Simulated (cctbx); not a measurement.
**Dy4Cu3Sb8: as given, inverted or twinned?**

Space group I-42m (no. 121), a = 6.1280 Å, b = 6.1280 Å, c = 19.6740 Å, α = 90.00°, β = 90.00°, γ = 90.00°.

| atom | mult. | x | y | z | Ueq (Å²) |
| --- | --- | --- | --- | --- | --- |
| Dy1 | 8 | 0.7495 | 0.7495 | 0.1230 | 0.0139 |
| Sb1 | 4 | 1/2 | 0 | 1/4 | 0.0134 |
| Sb2 | 4 | 0 | 0 | 0.2512 | 0.0113 |
| Sb3 | 8 | 0.7548 | 0.7548 | 0.4323 | 0.0139 |
| Cu1 | 4 | 0 | 1/2 | 0 | 0.0174 |
| Cu2 | 2 | 1/2 | 1/2 | 0 | 0.0168 |

The model was made for the exercise: a known structure type with other elements put in, its volume estimated, not relaxed; displacement parameters are assumed.

Data sets are simulated with cctbx and refined with Bijvoet mates kept apart; Flack x is then fitted as the share of an inverted twin with the atoms fixed, Hooft y from the Bijvoet differences. The group is acentric but holds improper operations, so there is an absolute structure (orientation) and no hand.

Untwinned crystal. What Flack and Hooft values should come out?

| λ (Å) | extinction (unmodelled) | d min (Å) | top counts | error (%) | model | R1 | Flack x | s.u. | Hooft y | s.u. | pairs |
| --- | --- | --- | --- | --- | --- | --- | --- | --- | --- | --- | --- |
| 0.71073 | 0 | 0.77 | 5000 | 1.5 | as given | 0.0263 | 0.20 | 0.3 | 0.366 | 0.239 | 187 |
| 0.71073 | 0 | 0.77 | 5000 | 1.5 | inverted | 0.0265 | 0.80 | 0.3 | 0.569 | 0.282 | 187 |
| 1.54184 | 0 | 0.83 | 40000 | 4 | as given | 0.0138 | 0.032 | 0.016 | -0.005 | 0.014 | 153 |

With Mo Kα, the s.u. is too large to fix the absolute structure. With Cu Kα, x is within 3 s.u. of 0, so the absolute structure is right. Inverting the model turns x into about 1 − x.
